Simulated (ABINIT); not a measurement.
# Ca2H6Os (Fm-3m): G0W0 with ABINIT, start to end, part 3 of 3

How does a plane-wave GW calculation on Ca2H6Os (Fm-3m) run from the first input to the gap?

ABINIT 10.8.3; PBEsol and many-body steps on it, plane waves. Known limits of the many-body steps: not at the basis limit; no spin polarisation; d states lean on the start; no spin-orbit coupling; coarse k mesh.

So far. Step 4 (Empty states on the mesh, 2×2×2 mesh, 91 bands): On this mesh the gap is 2.604 eV. Step 5 (Screening, 2×2×2 mesh, 83 bands, screening to 106.1 eV): Local fields lower ε∞ by 17 %. On a Γ-centred mesh this coarse the value itself is usually too large, while a short band sum pulls it down.

## 6. Self-energy, 2×2×2 mesh, 83 bands, screening to 106.1 eV

The self-energy is evaluated for the states that the input lists, and the levels follow from it, in one-shot runs by the linearised quasiparticle equation.

This step: G0W0 on PBEsol, plane waves, norm-conserving pseudopotentials.

The input, run.abi:

```
acell 3*1.0 Angstrom
rprim 
  -0.000000000000 3.614821300000 3.614821300000
  3.614821300000 -0.000000000000 3.614821300000
  3.614821300000 3.614821300000 -0.000000000000
ntypat 3
znucl 20 1 76
natom 9
typat 1 1 2 2 2 2 2 2 3
xred 
  0.250000000000 0.250000000000 0.250000000000
  0.750000000000 0.750000000000 0.750000000000
  0.762819760000 0.237180240000 0.237180240000
  0.237180240000 0.762819760000 0.762819760000
  0.237180240000 0.762819760000 0.237180240000
  0.762819760000 0.237180240000 0.762819760000
  0.237180240000 0.237180240000 0.762819760000
  0.762819760000 0.762819760000 0.237180240000
  0.000000000000 0.000000000000 0.000000000000
pp_dirpath "pseudos"
pseudos "Ca.upf, H.upf, Os.upf"
ecut 33
ngkpt 2 2 2
nshiftk 1
shiftk 0 0 0
kptopt 1
chksymbreak 0
istwfk *1
occopt 1
irdwfk 1
optdriver 4
nband 83
gwcalctyp 0
ecutsigx 33
symsigma 1
nkptgw 2
kptgw 
  0.5000000000 0.5000000000 0.0000000000
  0.0000000000 0.0000000000 0.0000000000
bdgw 
  20 23
  19 23
ecuteps 3.9
irdscr 1
ppmodel 1
indata_prefix "in"
outdata_prefix "out"
tmpdata_prefix "tmp"
```

Launch:

```sh
$ OMP_NUM_THREADS=1 mpirun -n 4 abinit run.abi > log
```

Numbers of over 12 decimals in the logs are rounded to 6 here.

The program printed:

```text
.Version 10.8.3 of ABINIT. v10.8.2 released Aug 2026.

 Symmetries : space group Fm -3 m (#225); Bravais cF (face-center cubic)
[... echo of the input left out ...]
== DATASET  1 ==================================================================
-   mpi_nproc: 4, omp_nthreads: 1 (-1 if OMP is not activated)

--- !DatasetInfo
iteration_state: {dtset: 1, }
dimensions: {natom: 9, nkpt: 3, mband: 83, nsppol: 1, nspinor: 1, nspden: 1, mpw: 5817, }
cutoff_energies: {ecut:  33.0, pawecutdg:  -1.0, }
electrons: {nelect:   4.20000000E+01, charge:   0.00000000E+00, occopt:   1.00000000E+00, tsmear:   1.00000000E-02, }

 SIGMA: Calculation of the GW corrections

 Based on a program developped by R.W. Godby, V. Olevano, G. Onida, and L. Reining.
 Incorporated in ABINIT by V. Olevano, G.-M. Rignanese, and M. Torrent.
.Using double precision arithmetic ; gwpc =  8

[... cell and pseudopotentials left out ...]
--------------------------------------------------------------------------------

 ==== K-mesh for the wavefunctions ====
 Number of points in the irreducible wedge :     3
[... list of points left out ...]
 Together with 48 symmetry operations and time-reversal symmetry
 yields     8 points in the full Brillouin Zone.

 ==== Q-mesh for screening function ====
 Number of points in the irreducible wedge :     3
[... list of points left out ...]
 Together with 48 symmetry operations and time-reversal symmetry
 yields     8 points in the full Brillouin Zone.

 vcoul_init : cutoff-mode = AUXILIARY_FUNCTION
 q-points for optical limit:   1
     1)      0.000010    0.000020    0.000030
 setmesh: FFT mesh size selected  =    50x   50x   50
          total number of points  =       125000

 Number of electrons calculated from density =   42.0000; Expected =   42.0000
 average of density, n =  0.065881
 r_s =    1.5360
 omega_plasma =   24.7592 [eV]

 === KS Band Gaps ===
  >>>> For spin  1
   Minimum direct gap =   2.6043 [eV], located at k-point      :   0.5000  0.5000  0.0000
   Fundamental gap    =   2.6043 [eV], Top of valence bands at :   0.5000  0.5000  0.0000
                                       Bottom of conduction at :   0.5000  0.5000  0.0000
 SIGMA fundamental parameters:
 PLASMON POLE MODEL  1
 number of plane-waves for SigmaX                 5817
 number of plane-waves for SigmaC and W            259
 number of plane-waves for wavefunctions          5817
 number of bands                                    83
 number of independent spin polarizations            1
 number of spinorial components                      1
 number of k-points in IBZ                           3
 number of q-points in IBZ                           3
 number of symmetry operations                      48
 number of k-points in BZ                            8
 number of q-points in BZ                            8
 number of frequencies for dSigma/dE                 9
 frequency step for dSigma/dE [eV]                0.25
 number of omega for Sigma on real axis              0
 max omega for Sigma on real axis  [eV]           0.00
 zcut for avoiding poles [eV]                     0.10

 EPSILON^-1 parameters (SCR file):
 dimension of the eps^-1 matrix on file            259
 dimension of the eps^-1 matrix used               259
 number of plane-waves for wavefunctions          5817
 number of bands                                    83
 number of q-points in IBZ                           3
 number of frequencies                               2
 number of real frequencies                          1
 number of imag frequencies                          1

 matrix elements of self-energy operator (all in [eV])

 Perturbative Calculation

--- !SelfEnergy_ee
iteration_state: {dtset: 1, }
kpoint     : [   0.500,    0.500,    0.000, ]
spin       : 1
KS_gap     :    2.604
QP_gap     :    3.836
Delta_QP_KS:    1.232
data: !SigmaeeData |
     Band     E0 <VxcDFT>   SigX SigC(E0)      Z dSigC/dE  Sig(E)    E-E0       E
       20   4.616 -17.054 -19.640   3.180   0.799  -0.252 -16.580   0.474   5.090
       21   4.616 -17.054 -19.640   3.180   0.799  -0.252 -16.580   0.474   5.090
       22   7.221 -13.746  -8.661  -3.028   0.829  -0.206 -12.040   1.706   8.927
       23   8.171 -12.329  -6.155  -3.738   0.831  -0.203 -10.304   2.025  10.195

--- !SelfEnergy_ee
iteration_state: {dtset: 1, }
kpoint     : [   0.000,    0.000,    0.000, ]
spin       : 1
KS_gap     :    4.543
QP_gap     :    6.528
Delta_QP_KS:    1.985
data: !SigmaeeData |
     Band     E0 <VxcDFT>   SigX SigC(E0)      Z dSigC/dE  Sig(E)    E-E0       E
       19   4.447 -16.649 -19.388   3.180   0.799  -0.252 -16.297   0.352   4.799
       20   4.447 -16.649 -19.388   3.180   0.799  -0.252 -16.297   0.352   4.799
       21   4.447 -16.649 -19.388   3.180   0.799  -0.252 -16.297   0.352   4.799
       22   8.990 -14.735  -8.063  -3.825   0.821  -0.218 -12.398   2.337  11.327
       23   8.990 -14.735  -8.063  -3.825   0.821  -0.218 -12.398   2.337  11.327

== END DATASET(S) ==============================================================
================================================================================

 -outvars: echo values of variables after computation  --------
           etotal      0.0000000000E+00
            nband          83
             nkpt           3
          spgroup         225
 [... the other variables as echoed above ...]

 Calculation completed.
```

The job ended after 4.9 s (4 MPI ranks of Arm Neoverse V2, shared host; peak memory 0.74 GiB).

Numbers from this step:

| Quantity | Value |
| --- | --- |
| G0W0 gap on the points computed | 3.837 eV |
| starting gap on the mesh | 2.604 eV |
| k of the valence top | 0.5, 0.5, 0 |
| k of the conduction bottom | 0.5, 0.5, 0 |
| Z at the valence top | 0.799 |
| Z at the conduction bottom | 0.829 |
| least direct G0W0 gap on the computed points | 3.837 eV |

The gap on the mesh goes from 2.60 eV to 3.84 eV, a correction of +1.23 eV.

Limits: finite bands, cutoff and mesh; no spin polarisation; d states lean on the start; no spin-orbit coupling; coarse k mesh. v1 is the top filled band, c1 the lowest empty one. Levels before and after the correction, in eV, zero at the valence-band top of each column:

|  | conduction bottom | valence top |
| --- | --- | --- |
| Kohn-Sham | 2.60 | 0.00 |
| G0W0 | 3.84 | 0.00 |

|  | level | energy (eV) |
| --- | --- | --- |
| Kohn-Sham | (0.5 0.5 0) v2-v1 | 0.000 |
| Kohn-Sham | (0.5 0.5 0) c1 | 2.604 |
| Kohn-Sham | (0.5 0.5 0) c2 | 3.554 |
| G0W0 | (0.5 0.5 0) v2-v1 | 0.000 |
| G0W0 | (0.5 0.5 0) c1 | 3.837 |
| G0W0 | (0.5 0.5 0) c2 | 5.105 |

## 7. Where the time went

Times are wall times on 4 MPI ranks of Arm Neoverse V2, shared host, good to a factor of about two.

| step | time | share | memory (GiB) |
| --- | --- | --- | --- |
| ground state | 32 s | 34 % | 0.4 |
| bands along the symmetry lines | 34 s | 36 % | 0.37 |
| empty states on the mesh | 14 s | 15 % | 0.34 |
| screening | 8.7 s | 9 % | 1.1 |
| self-energy | 4.9 s | 5 % | 0.74 |

## 8. Results

* PBEsol gap: 2.60 eV, indirect (only 9 meV under the direct gap)
* G0W0 gap on the mesh: 3.84 eV
* GW settings: 2×2×2 mesh, 83 bands, screening to 106.1 eV, Godby-Needs plasmon pole
* known limits: not at the basis limit; no spin polarisation; d states lean on the start; no spin-orbit coupling; coarse k mesh

G0W0 moves the gap on the mesh from 2.60 eV to 3.84 eV (+1.23 eV), with Z of 0.80 and 0.83 at the edges. Local fields lower the RPA ε∞ on this mesh from 5.72 to 4.73; a Γ-centred mesh this coarse tends to raise both, most where the direct gap is narrow, while a short band sum lowers them. Only 2 of the mesh's irreducible points were corrected, so a valley elsewhere could overtake. Bands and cutoff are finite, so the gap is not at the basis limit. The miss can reach some tenths of an eV and take either sign; the mesh is an error of its own. In the G0W0 run levels were corrected at 2 k points alone, so a gap called «on the mesh» is the least over those, and an edge elsewhere would be missed. The 2×2×2 mesh is coarse for this cell, which bears on the long-range parts of exchange and screening. The runs have no spin polarisation. For a closed low-spin shell that is the natural state; where a d or f shell is open it is a constraint, and the gap is then not the crystal's own. With d states at the gap, one-shot GW leans hard on its start. The many-body steps are scalar-relativistic: spin-orbit coupling is not in them.

[Paths, hosts, dates, memory and timing lines, banners, echoed tables and standing remarks are left out of the program output.]

[Logs are printed without paths, hosts, clocks, repeated set-up lines and the standing remarks that a program may print on its own settings, such as how far it seeks lower states.]

[Runs of the session that timed out or met a known fault of the program may be left out.]

[Hosts, paths, dates, database ids (printed as entryN), source tags and the programs' standing remarks are cut or masked in the printed files.]

[G0W0 gaps are taken among the corrected bands and points alone; a level outside them can change the order at an edge.]

[Where Ansatz stands beside ABINIT at settings called matched, ABINIT's density can come from a denser mesh and the files from another edition; pairs whose starting gaps differed by over 0.03 eV were left out, so agreement reads better than it is.]
